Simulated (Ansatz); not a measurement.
# Mg3SiO (model cell, started as antiperovskite): a soft mode frozen in, part 3 of 3

Aim: this structure of Mg3SiO (model cell, started as antiperovskite) is to be tested for unstable modes, and one is followed downhill.

Ansatz 0.2.0; DFT PBEsol, scalar-relativistic, plane waves, PAW; PAW set soft_1.

So far. Step 4 (The mode frozen in, largest atomic shift 0.22 Å): The run ends at a pressure of 0.23 GPa, with forces up to 0.0050 eV/Å. Step 5 (Energy along the mode, all amplitudes (two of the runs …): The lowest of the steps tried is at 0.22 Å, 0.727 meV/atom below the parent; the bottom of the well need not coincide with a step.

The structure was built from a prototype and need not be the compound's stable phase.

**7. The new phase in its own primitive cell**

The relaxed structure is symmetrised, reduced to its primitive cell and relaxed tightly, as its phonons need.

input.yaml reads:

```yaml
crystal:
  lattice:
    - [5.9170444088, 0.0, 0.0]
    - [0.0, 5.9170444088, 0.0]
    - [0.0, 0.0, 4.2108467092]
  atoms:
    - { symbol: Si, position: [0.5, 0.0, 0.0] }
    - { symbol: Si, position: [0.0, 0.5, 0.0] }
    - { symbol: O, position: [0.0, 0.0, 0.5] }
    - { symbol: O, position: [0.5, 0.5, 0.5] }
    - { symbol: Mg, position: [0.2773205998, 0.7773205998, 0.5] }
    - { symbol: Mg, position: [0.7226794002, 0.2226794002, 0.5] }
    - { symbol: Mg, position: [0.2226794002, 0.2773205998, 0.5] }
    - { symbol: Mg, position: [0.7773205998, 0.7226794002, 0.5] }
    - { symbol: Mg, position: [0.0, 0.0, 0.0] }
    - { symbol: Mg, position: [0.5, 0.5, 0.0] }
kpoints:
  mp_grid: { grid: [6, 6, 8] }
hamiltonian:
  xc: pbesol
  pseudopotentials: { kind: paw, azcp: { folder: soft_1 }, xc_functional: pbe }
scf:
  occupations: { method: methfessel_paxton, width: 0.2 }
output:
  forces: true
  stress: true
  eigenvalues: true
relax:
  adjacent_minimum: "off"
  f_tol: 0.001
  max_steps: 60
  cell: { stress_tol: 0.01 }
```

The run is started by

```bash
> ansatz run input.yaml --threads 8 --pin off --max-ram 16384MiB --backend cpu --events-out ev --progress --plain --runs-dir out
```

Numbers of over 12 decimals in the logs are rounded to 6 here.

Log:

```text
[...]
Crystal: 10 atoms, lattice volume = 147.428 Å³
Basis set: ecut = 420 eV, 2843 PW (Γ), exchange–correlation on 80×80×60 points (8 copies of the dense FFT grid, shifted against one another)
Bands: 50, of which v1, the nominal top of the filled ones, is band 40 counted from 1 (39 counted from 0)
Symmetry: 16 space group operations
[...]
k-points: 50 of 288
[...]
- { symbol: O, position: [0.0, 0.0, 0.500000] }
    - { symbol: O, position: [0.500000, 0.500000, 0.500000] }
    - { symbol: Mg, position: [0.277321, 0.777321, 0.500000] }
    - { symbol: Mg, position: [0.722679, 0.222679, 0.500000] }
    - { symbol: Mg, position: [0.222679, 0.277321, 0.500000] }
    - { symbol: Mg, position: [0.777321, 0.722679, 0.500000] }
    - { symbol: Mg, position: [0.0, 0.0, 0.0] }
    - { symbol: Mg, position: [0.500000, 0.500000, 0.0] }
[key lines of the parts left out:]
SCF converged after 7 iterations
Free energy (F): -13842.317037 eV
Fermi energy:    8.605995 eV
P = ⅓ Tr σ = -0.0003 GPa (-0.003 kbar)
```

The job ended after 5.7 s (8 threads of Arm Neoverse V2, shared host; peak memory 0.75 GiB; 42 s of CPU time).

Little changed from the start: no atom moved by 0.005 Å and no cell edge by 0.1 %.

Numbers from this step:

- pressure: -3.09e-4 GPa

The largest force component left is 0.12 meV/Å and the pressure is 0.000 GPa, within the tolerances set. The cell now holds 14.74 Å³/atom.

**8. Modes of the new phase, k-mesh 6×6×8**

A relaxed structure may still be a saddle point, so its zone-centre modes are computed. No field response is asked, since the mesh shows no gap.

input.yaml: that of step 7 with these lines changed.

```diff
@@ -24,9 +24,4 @@
 output:
-  forces: true
-  stress: true
   eigenvalues: true
-relax:
-  adjacent_minimum: "off"
-  f_tol: 0.001
-  max_steps: 60
-  cell: { stress_tol: 0.01 }
+phonons:
+  method: dfpt
```

Log:

```text
zone centre: on kpoints.mp_grid the ground state, and the responses unless they are solved on pairs of k-points, stand on 100 of the mesh's 288 k-points, reduced under 2 symmetry operations, with k and −k counted as one. Each operation leaves every solved displacement unchanged or reverses it
[...]
Crystal: 10 atoms, lattice volume = 147.428 Å³
Basis set: ecut = 420 eV, 2843 PW (Γ), exchange–correlation on 80×80×60 points (8 copies of the dense FFT grid, shifted against one another)
Bands: 50, of which v1, the nominal top of the filled ones, is band 40 counted from 1 (39 counted from 0)
Symmetry: 16 space group operations
k-points: 100 of 288 (irreducible under 2 space group operations, time reversal used)
[...]
SCF iter   1: F=—  HF=-13845.845184 eV  |F-HF|=—  |Δ(HF+E_count)|=         —  Δρ=9.75e-2  dr2=1.76e1  ethr=3.10e-3  ⟨swp⟩=8.7  Hψ=21874  notcnv=0
[...]
SCF iter  13: F=-13842.317037 eV  HF=-13842.317037 eV  |F-HF|=0.00e0  |Δ(HF+E_count)|=  5.46e-12  S|Δr|=    0.00e0  Δρ=2.47e-8  dr2=5.47e-13  ethr=1.00e-12  ⟨swp⟩=12.9  Hψ=24915  notcnv=0
SCF 1 converged in 13 iterations: F = -13842.317037 eV  dr2 = 5.47e-13
[...]
DFPT response loops at Γ: preconditioner auto → Kerker (q_TF=auto, 2.464 Å⁻¹) (partly filled bands, converged f_vac=0.000); β = 1.00, the filter's whole step (`scf.mixing.beta` (0.50) is not read by the response loops under this deck's `scf.mixing.preconditioner`; to damp them name `kerker` or `kerker_dos`, under which they read `scf.mixing.beta`, and type it under 1.00, their step now; both keys bind the ground state too); Broyden in place of MSR1
SCF converged after 13 iterations
[...]
Free energy (F): -13842.317037 eV
[...]
Internal energy: -13842.316912 eV  (E = F + TS)
E sigma→0 (E₀):  -13842.317006 eV
Entropy (-TS):   -0.000125 eV (-0.012 meV/atom)
Fermi energy:    8.605995 eV
Step filling:    the computed levels leave a gap of 0.0000 eV = 0.0 smearing widths at the electron count; against every level under it full and every level over it empty, smearing changes F+E_penalty+E_count by -2.165 meV and its σ→0 estimate by -2.134 meV
[...]
--- Band table (eV; the first three rows and the last of 100) ---
  k-point 0: bands = [... 36 lower, 8.1147, 8.2367, 8.2367, 8.2969, 8.7655, 9.1904, 9.2391, 10.4579, ... 6 higher]
  k-point 1: bands = [... 36 lower, 7.0416, 7.8380, 8.2084, 8.2084, 8.5502, 9.3952, 9.9061, 11.2314, ... 6 higher]
  k-point 2: bands = [... 36 lower, 5.6899, 6.5483, 8.1334, 8.1334, 9.1995, 9.7232, 10.6032, 10.8215, ... 6 higher]
  k-point 99: bands = [... 36 lower, 6.0542, 6.0542, 8.2395, 8.2395, 8.9114, 8.9114, 11.1365, 11.1365, ... 6 higher]
--- Phonons (Γ-DFPT): 8 representative perturbations + reference, on 100 of 288 k-points (Σ response iterations 25) ---
  k mesh reduced under 2 symmetry operations, with k and −k counted as one. Each operation leaves every solved displacement unchanged or reverses it
  ASR residual: 1.135e-4 → 0.000e0 eV/Å²; symmetrization residual: 2.903e-6 eV/Å²
  ASR residual per site (eV/Å²): 1.11e-5 1.11e-5 1.14e-4 1.14e-4 1.42e-5 1.42e-5 1.42e-5 1.42e-5 3.42e-5 3.42e-5
  Γ frequencies (cm⁻¹): 0.00 0.00 0.00 69.14 80.44 140.89 140.89 184.10 184.10 191.90 191.90 208.54 208.54 220.38 225.21 232.11 241.87 241.87 272.50 300.70 300.70 301.25 338.18 371.17 371.17 409.33 420.80 420.80 421.75 438.53
  non-analytic LO–TO correction: not included (Born effective charges unavailable; polar crystals: no LO–TO splitting at Γ)
```

Run time: 74 s. Hardware: 8 threads; peak memory 2.3 GiB; 9.2 min of CPU time.

Numbers from this step:

```
sum-rule residual before enforcement                    : 1.14e-4 eV/Å²
point group                                             : 4/mmm
highest optical mode at the zone centre (no LO-TO term) : 438.5 cm⁻¹
lowest optical zone-centre mode                         : 69.14 cm⁻¹
```

Patterns of degenerate modes are one choice out of their space. The modes at Γ (shares of kinetic energy by element, %):

| mode | frequency (cm⁻¹) | symmetry | Si % | O % | Mg % |
| --- | --- | --- | --- | --- | --- |
| 1 | 0.0 | acoustic | 24 | 14 | 62 |
| 2 | 0.0 | acoustic | 24 | 14 | 62 |
| 3 | 0.0 | acoustic | 24 | 14 | 62 |
| 4 | 69.1 | A1g | 0 | 0 | 100 |
| 5 | 80.4 | B1u | 66 | 0 | 34 |
| 6 | 140.9 | Eu | 38 | 8 | 55 |
| 7 | 140.9 | Eu | 38 | 8 | 55 |
| 8 | 184.1 | Eu | 21 | 1 | 78 |
| 9 | 184.1 | Eu | 21 | 1 | 78 |
| 10 | 191.9 | Eu | 21 | 1 | 79 |
| 11 | 191.9 | Eu | 21 | 1 | 79 |
| 12 | 208.5 | Eg | 0 | 0 | 100 |
| 13 | 208.5 | Eg | 0 | 0 | 100 |
| 14 | 220.4 | B1u | 34 | 0 | 66 |
| 15 | 225.2 | A1u | 0 | 49 | 51 |
| 16 | 232.1 | A2u | 59 | 3 | 38 |
| 17 | 241.9 | Eu | 67 | 9 | 24 |
| 18 | 241.9 | Eu | 67 | 9 | 24 |
| 19 | 272.5 | B1g | 0 | 0 | 100 |
| 20 | 300.7 | Eu | 11 | 30 | 59 |
| 21 | 300.7 | Eu | 11 | 30 | 59 |
| 22 | 301.2 | A2u | 15 | 30 | 56 |
| 23 | 338.2 | B2g | 0 | 0 | 100 |
| 24 | 371.2 | Eu | 17 | 82 | 0 |
| 25 | 371.2 | Eu | 17 | 82 | 0 |
| 26 | 409.3 | A1u | 0 | 51 | 49 |
| 27 | 420.8 | Eu | 2 | 55 | 44 |
| 28 | 420.8 | Eu | 2 | 55 | 44 |
| 29 | 421.8 | A2u | 2 | 54 | 44 |
| 30 | 438.5 | A2g | 0 | 0 | 100 |

Displacements in mode 4 (69.1 cm⁻¹), the largest set to 1:
```
Si1  0.00  0.00  0.00
Si2  0.00  0.00  0.00
O3   0.00  0.00  0.00
O4   0.00  0.00  0.00
Mg5 -1.00 -1.00  0.00
Mg6  1.00  1.00  0.00
Mg7  1.00 -1.00  0.00
Mg8 -1.00  1.00  0.00
Mg9  0.00  0.00  0.00
Mg10 0.00  0.00  0.00
```

Displacements in mode 8 (184.1 cm⁻¹), the largest set to 1:
```
Si1 -0.03 -0.27  0.00
Si2 -0.45 -0.53  0.00
O3   0.06 -0.17  0.00
O4  -0.18 -0.03  0.00
Mg5 -0.28 -0.26  0.00
Mg6 -0.28 -0.26  0.00
Mg7  0.10 -0.04  0.00
Mg8  0.10 -0.04  0.00
Mg9  0.79  0.65  0.00
Mg10 0.21  1.00  0.00
```

Before it was imposed, the acoustic sum rule was missed by 1.1e-4 eV/Å². Small misses are needed for a sound result but don't prove that mesh and cutoff are converged. The lowest optical mode is real, 69.1 cm⁻¹.

**9. Outcome**

```
unstable mode of the parent                                                      : q = (0, -0.5, -0.5), 46i cm⁻¹
depth at the lowest point sampled                                                : 0.727 meV/atom
largest atomic shift at that point                                               : 0.22 Å
space group reached (within 0.01 Å)                                              : P4/mbm
energy gained over the parent (first relaxation, on the mesh of the frozen mode) : 0.901 meV/atom
volume per atom, phase reached                                                   : 14.7 Å³
lowest optical zone-centre mode, phase reached                                   : 69.1 cm⁻¹
highest optical mode at the zone centre (no LO-TO term), phase reached           : 439 cm⁻¹
```

**Reading.** Along this mode the structure falls into P4/mbm, 0.901 meV/atom below the parent. At the parent's cell the well is 0.727 meV/atom deep on the steps tried, with its lowest point at a shift of 0.22 Å. Relaxing atoms and cell changes the gain by +0.17 meV/atom against the lowest step (energies at zero smearing). The new phase has no imaginary mode at the zone centre of its cell; other wavevectors were not checked. How so shallow a well moves with the k mesh was not tested. Of the 2 patterns followed to their end from this parent, this one reaches the lowest energy. Another end point lies within 1 meV/atom; how such a difference moves with mesh and cutoff was not tested. Each path keeps the symmetry of its pattern, so a lower phase may lie along a pattern not tried. With no gap, or one that is small against the smearing, the frequencies hang on the k mesh and the smearing, most of all near Kohn anomalies. The PAW files were made for PBE and serve the other functionals too. A phonon run warned that its eigensolver left some bands unconverged in a pass. The starting cell was built on a prototype and not taken from a measurement, so the phase need not exist.

[Logs are printed without paths, hosts, clocks, repeated set-up lines and the standing remarks that a program may print on its own settings, such as how far it seeks lower states.]

[Hosts, paths, dates, database ids (printed as entryN), source tags and the programs' standing remarks are cut or masked in the printed files.]
